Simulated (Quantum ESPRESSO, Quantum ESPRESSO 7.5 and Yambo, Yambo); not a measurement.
## SrCl2 (Fm-3m): G0W0 with Yambo, start to end

Aim: the G0W0 gap of SrCl2 (Fm-3m) on PBE with spin-orbit coupling, step by step.

Calculated with Quantum ESPRESSO 7.5 and Yambo 5.3.0; PBE and many-body steps on it, plane waves.

Report form: the programs' logs are mostly left out.

## 1. Set-up

The structure is cubic, space group Fm-3m (No. 225). Conventional cell: a = 6.977 Å, b = 6.977 Å, c = 6.977 Å, α = 90.00°, β = 90.00°, γ = 90.00°. Nearest to Sr lie 8 Cl at 3.02 Å. Cl has 4 Sr at 3.02 Å nearest. Farther neighbours and most contacts between anions are not listed.

Coordinates:

```cif
data_structure
_symmetry_space_group_name_H-M 'Fm-3m'
_symmetry_Int_Tables_number 225
_cell_length_a 6.9767
_cell_length_b 6.9767
_cell_length_c 6.9767
_cell_angle_alpha 90.000
_cell_angle_beta 90.000
_cell_angle_gamma 90.000
_cell_volume 339.59
loop_
_atom_site_label
_atom_site_type_symbol
_atom_site_symmetry_multiplicity
_atom_site_Wyckoff_symbol
_atom_site_fract_x
_atom_site_fract_y
_atom_site_fract_z
_atom_site_occupancy
Sr1 Sr 4 a 0.00000 0.00000 0.00000 1
Cl1 Cl 8 c 0.25000 0.75000 0.75000 1
```

The cell and positions come from the Crystallography Open Database and are kept as given unless a step says otherwise.

## 2. Ground state

This step: Quantum ESPRESSO 7.5; DFT, PBE with spin-orbit coupling, plane waves, norm-conserving pseudopotentials.

The ground-state density comes first.

The input, pw.in:

```
&control
  calculation = 'scf'
  prefix = 'x'
  outdir = 'o'
  pseudo_dir = 'pseudo'
/
&system
  ibrav = 0
  nat = 3
  ntyp = 2
  ecutwfc = 56.0
  nbnd = 34
  force_symmorphic = .true.
  noncolin = .true.
  lspinorb = .true.
/
&electrons
  conv_thr = 1e-10
  electron_maxstep = 80
  mixing_beta = 0.5
/
ATOMIC_SPECIES
  Sr 87.62 Sr.upf
  Cl 35.45 Cl.upf
CELL_PARAMETERS angstrom
  -0.0000000000 3.4883500000 3.4883500000
  3.4883500000 -0.0000000000 3.4883500000
  3.4883500000 3.4883500000 -0.0000000000
ATOMIC_POSITIONS crystal
  Sr 0.0000000000 0.0000000000 0.0000000000
  Cl 0.2500000000 0.2500000000 0.2500000000
  Cl 0.7500000000 0.7500000000 0.7500000000
K_POINTS automatic
  6 6 6 0 0 0
```

Command:

```console
$ OMP_NUM_THREADS=1 mpirun -n 4 pw.x -nk 4 -in pw.in > pw.out
```

The job ended after 25 s (4 MPI ranks of Arm Neoverse V2, shared host; peak memory 0.51 GiB; 98 s of CPU time).

Numbers from this step:

```yaml
total_energy: -1831.4957 eV
gap: 5.342 eV
k_of_the_valence_top: 0, -0.5, -0.5
k_of_the_conduction_bottom: 0, 0, 0
least_direct_gap: 5.510 eV
```

The gap is indirect, with the least direct gap 0.17 eV higher.

## 3. Bands along the symmetry lines

Levels along a band path, at the cheap level, show where the edges lie and whether the meshes to come will hold them.

The input, pw.in:

```
&control
  calculation = 'bands'
  prefix = 'x'
  outdir = 'o'
  pseudo_dir = 'pseudo'
/
&system
  ibrav = 0
  nat = 3
  ntyp = 2
  ecutwfc = 56.0
  nbnd = 36
  force_symmorphic = .true.
  noncolin = .true.
  lspinorb = .true.
/
&electrons
  conv_thr = 1e-9
  electron_maxstep = 80
  diago_full_acc = .true.
  diago_thr_init = 5e-6
/
ATOMIC_SPECIES
  Sr 87.62 Sr.upf
  Cl 35.45 Cl.upf
CELL_PARAMETERS angstrom
  -0.0000000000 3.4883500000 3.4883500000
  3.4883500000 -0.0000000000 3.4883500000
  3.4883500000 3.4883500000 -0.0000000000
ATOMIC_POSITIONS crystal
  Sr 0.0000000000 0.0000000000 0.0000000000
  Cl 0.2500000000 0.2500000000 0.2500000000
  Cl 0.7500000000 0.7500000000 0.7500000000
K_POINTS crystal
  50
  0.00000000 0.00000000 0.00000000 1
  0.06250000 0.00000000 0.06250000 1
  0.12500000 0.00000000 0.12500000 1
  0.18750000 0.00000000 0.18750000 1
  0.25000000 0.00000000 0.25000000 1
  0.31250000 0.00000000 0.31250000 1
  0.37500000 0.00000000 0.37500000 1
  0.43750000 0.00000000 0.43750000 1
  0.50000000 0.00000000 0.50000000 1
  0.51562500 0.03125000 0.51562500 1
  0.53125000 0.06250000 0.53125000 1
  0.54687500 0.09375000 0.54687500 1
  0.56250000 0.12500000 0.56250000 1
  0.57812500 0.15625000 0.57812500 1
  0.59375000 0.18750000 0.59375000 1
  0.60937500 0.21875000 0.60937500 1
  0.62500000 0.25000000 0.62500000 1
  0.37500000 0.37500000 0.75000000 1
  0.32812500 0.32812500 0.65625000 1
  0.28125000 0.28125000 0.56250000 1
  0.23437500 0.23437500 0.46875000 1
  0.18750000 0.18750000 0.37500000 1
  0.14062500 0.14062500 0.28125000 1
  0.09375000 0.09375000 0.18750000 1
  0.04687500 0.04687500 0.09375000 1
  0.00000000 0.00000000 0.00000000 1
  0.06250000 0.06250000 0.06250000 1
  0.12500000 0.12500000 0.12500000 1
  0.18750000 0.18750000 0.18750000 1
  0.25000000 0.25000000 0.25000000 1
  0.31250000 0.31250000 0.31250000 1
  0.37500000 0.37500000 0.37500000 1
  0.43750000 0.43750000 0.43750000 1
  0.50000000 0.50000000 0.50000000 1
  0.50000000 0.46875000 0.53125000 1
  0.50000000 0.43750000 0.56250000 1
  0.50000000 0.40625000 0.59375000 1
  0.50000000 0.37500000 0.62500000 1
  0.50000000 0.34375000 0.65625000 1
  0.50000000 0.31250000 0.68750000 1
  0.50000000 0.28125000 0.71875000 1
  0.50000000 0.25000000 0.75000000 1
  0.50000000 0.21875000 0.71875000 1
  0.50000000 0.18750000 0.68750000 1
  0.50000000 0.15625000 0.65625000 1
  0.50000000 0.12500000 0.62500000 1
  0.50000000 0.09375000 0.59375000 1
  0.50000000 0.06250000 0.56250000 1
  0.50000000 0.03125000 0.53125000 1
  0.50000000 0.00000000 0.50000000 1
```

It took 29 s on 4 MPI ranks; peak memory 0.36 GiB.

This step gave:

```
gap                        : 5.342 eV
k of the valence top       : 0.5, 0, 0.5
k of the conduction bottom : 0, 0, 0
least direct gap           : 5.510 eV
```

The gap is 5.342 eV, as in the run before at this level.

Electronic bands along the path, in eV, zero at the top of the highest filled band:

| point | band 21 | band 22 | band 23 | band 24 | band 25 | band 26 | band 27 | band 28 |
| --- | --- | --- | --- | --- | --- | --- | --- | --- |
| Γ | -0.29 | -0.29 | -0.29 | -0.29 | 5.34 | 5.34 | 6.11 | 6.11 |
| halfway | -0.37 | -0.37 | -0.28 | -0.28 | 6.06 | 6.06 | 6.67 | 6.67 |
| X | -0.36 | -0.36 | 0.00 | 0.00 | 5.51 | 5.51 | 7.05 | 7.05 |
| halfway | -0.41 | -0.41 | -0.03 | -0.03 | 5.65 | 5.65 | 7.07 | 7.07 |
| U | -0.52 | -0.52 | -0.11 | -0.11 | 5.96 | 5.96 | 7.14 | 7.14 |
| jump to K | -0.52 | -0.52 | -0.11 | -0.11 | 5.96 | 5.96 | 7.14 | 7.14 |
| halfway | -0.96 | -0.96 | -0.29 | -0.29 | 6.38 | 6.38 | 6.65 | 6.65 |
| Γ | -0.29 | -0.29 | -0.29 | -0.29 | 5.34 | 5.34 | 6.11 | 6.11 |
| halfway | -0.67 | -0.67 | -0.59 | -0.59 | 6.45 | 6.45 | 6.49 | 6.49 |
| L | -1.09 | -1.09 | -0.99 | -0.99 | 6.72 | 6.72 | 6.74 | 6.74 |
| halfway | -0.55 | -0.55 | -0.53 | -0.53 | 6.33 | 6.33 | 6.93 | 6.93 |
| W | -0.31 | -0.31 | -0.10 | -0.10 | 6.23 | 6.23 | 7.02 | 7.02 |
| halfway | -0.36 | -0.36 | -0.04 | -0.04 | 5.79 | 5.79 | 7.08 | 7.08 |
| X | -0.36 | -0.36 | 0.00 | 0.00 | 5.51 | 5.51 | 7.05 | 7.05 |

## 4. Empty states on the mesh, 4×4×4 mesh, 158 bands

The sums over transitions need many empty states on a uniform mesh; this step solves for them.

The input, pw.in:

```
&control
  calculation = 'nscf'
  prefix = 'x'
  outdir = 'o'
  pseudo_dir = 'pseudo'
/
&system
  ibrav = 0
  nat = 3
  ntyp = 2
  ecutwfc = 56.0
  nbnd = 158
  force_symmorphic = .true.
  noncolin = .true.
  lspinorb = .true.
/
&electrons
  conv_thr = 1e-9
  electron_maxstep = 80
  diago_full_acc = .true.
  diago_thr_init = 5e-6
/
ATOMIC_SPECIES
  Sr 87.62 Sr.upf
  Cl 35.45 Cl.upf
CELL_PARAMETERS angstrom
  -0.0000000000 3.4883500000 3.4883500000
  3.4883500000 -0.0000000000 3.4883500000
  3.4883500000 3.4883500000 -0.0000000000
ATOMIC_POSITIONS crystal
  Sr 0.0000000000 0.0000000000 0.0000000000
  Cl 0.2500000000 0.2500000000 0.2500000000
  Cl 0.7500000000 0.7500000000 0.7500000000
K_POINTS automatic
  4 4 4 0 0 0
```

Wall time 28 s (4 MPI ranks); peak memory 0.67 GiB; 1.9 min of CPU time.

This step gave:

* gap: 5.342 eV
* k of the valence top: 0, -0.5, -0.5
* k of the conduction bottom: 0, 0, 0
* least direct gap: 5.510 eV
* k points computed: 8
* lowest point of the top converged band, above the valence top: 43.90 eV

On this mesh the gap is 5.342 eV.

## 5. Conversion and set-up

This step: Yambo 5.3.0; conversion and set-up on PBE with spin-orbit coupling, plane waves, norm-conserving pseudopotentials.

The states are converted to the many-body program's format and the q mesh is built.

Command:

```console
$ (cd o/x.save; p2y > p2y.log; mv SAVE ../..); yambo > setup.log
```

The job ended after 2.7 s (1 MPI rank; peak memory 0.25 GiB).

## 6. Screening and self-energy, 4×4×4 mesh, 158 bands, screening to 88.4 eV

G0W0 replaces the xc potential by the self-energy, built once from these orbitals. Only a window of levels is corrected, while the sums run over the empty bands that the input names.

This step: G0W0 on PBE with spin-orbit coupling, plane waves, norm-conserving pseudopotentials.

The input, gw4.in:

```
HF_and_locXC
gw0
dyson
ppa
em1d
rim_cut
RandQpts= 1000000
RandGvec= 1 RL
EXXRLvcs= 56 Ry
VXCRLvcs= 224 Ry
Chimod= "HARTREE"
% BndsRnXp
 1 | 158 |
%
NGsBlkXp= 6.5 Ry
% LongDrXp
 1 | 1 | 1 |
%
% GbndRnge
 1 | 158 |
%
DysSolver= "n"
ExtendOut
PPAPntXp= 27.21138 eV
% QPkrange
 7 | 7 | 21 | 28 |
 1 | 1 | 21 | 28 |
%
```

Command:

```console
$ OMP_NUM_THREADS=1 mpirun -n 4 yambo -F gw4.in -J gw4 -C gw4 > gw4.log
```

Wall time 3 min (4 MPI ranks); peak memory 2.9 GiB; 12 min of CPU time.

Numbers from this step:

- G0W0 gap on the points computed: 7.440 eV
- starting gap on the mesh: 5.342 eV
- k of the valence top: 0, -0.5, -0.5
- k of the conduction bottom: 0, 0, 0
- least direct G0W0 gap on the computed points: 7.789 eV
- Z at the valence top: 0.8164
- Z at the conduction bottom: 0.8664

The gap on the mesh goes from 5.34 eV to 7.44 eV, a correction of +2.10 eV.

Limits: finite bands, cutoff and mesh. v1 is the top filled band, c1 the lowest empty one. The levels before and after the correction (eV, zero at the valence-band top of each column):

|  | conduction bottom | valence top |
| --- | --- | --- |
| Kohn-Sham | 5.34 | 0.00 |
| G0W0 | 7.44 | 0.00 |

|  | level | energy (eV) |
| --- | --- | --- |
| Kohn-Sham | Γ v3-v1 | -0.287 |
| Kohn-Sham | Γ c1-c2 | 5.342 |
| Kohn-Sham | Γ c3 | 6.106 |
| Kohn-Sham | (0 -0.5 -0.5) v3 | -0.356 |
| Kohn-Sham | (0 -0.5 -0.5) v2-v1 | 0.000 |
| Kohn-Sham | (0 -0.5 -0.5) c1-c2 | 5.510 |
| Kohn-Sham | (0 -0.5 -0.5) c3 | 7.051 |
| G0W0 | Γ v3-v1 | -0.349 |
| G0W0 | Γ c1-c2 | 7.440 |
| G0W0 | Γ c3 | 9.029 |
| G0W0 | (0 -0.5 -0.5) v3 | -0.400 |
| G0W0 | (0 -0.5 -0.5) v2-v1 | 0.000 |
| G0W0 | (0 -0.5 -0.5) c1-c2 | 8.018 |
| G0W0 | (0 -0.5 -0.5) c3 | 10.216 |

## 7. Where the time went

Times are wall times on the hardware named with each run, good to a factor of about two.

| step | time | share | memory (GiB) |
| --- | --- | --- | --- |
| ground state | 25 s | 9 % | 0.51 |
| bands along the symmetry lines | 29 s | 11 % | 0.36 |
| empty states on the mesh | 28 s | 11 % | 0.67 |
| conversion and set-up | 2.7 s | 1 % | 0.25 |
| screening and self-energy | 3 min | 68 % | 2.9 |

## 8. What came out

```json
{"PBE gap": "5.34 eV, indirect", "G0W0 gap on the mesh": "7.44 eV", "GW settings": "4×4×4 mesh, 158 bands, screening to 88.4 eV, Godby-Needs plasmon pole", "known limits": "not at the basis limit"}
```

What this shows: G0W0 moves the gap on the mesh from 5.34 eV to 7.44 eV (+2.10 eV), with Z of 0.82 and 0.87 at the edges. Only 2 of the mesh's irreducible points were corrected, so a valley elsewhere could overtake. The dearest step here is «screening and self-energy». Bands and cutoff are finite, so the gap is not at the basis limit. The miss can reach some tenths of an eV and take either sign; the mesh is an error of its own. In the G0W0 run levels were corrected at 2 k points alone, so a gap called «on the mesh» is the least over those, and an edge elsewhere would be missed.

[Paths, hosts, dates, memory and timing lines, banners, echoed tables and standing remarks are left out of the program output.]

[Logs are printed without paths, hosts, clocks, repeated set-up lines and the standing remarks that a program may print on its own settings, such as how far it seeks lower states.]

[Runs of the session that timed out or met a known fault of the program may be left out.]

[Hosts, paths, dates, database ids (printed as entryN), source tags and the programs' standing remarks are cut or masked in the printed files.]
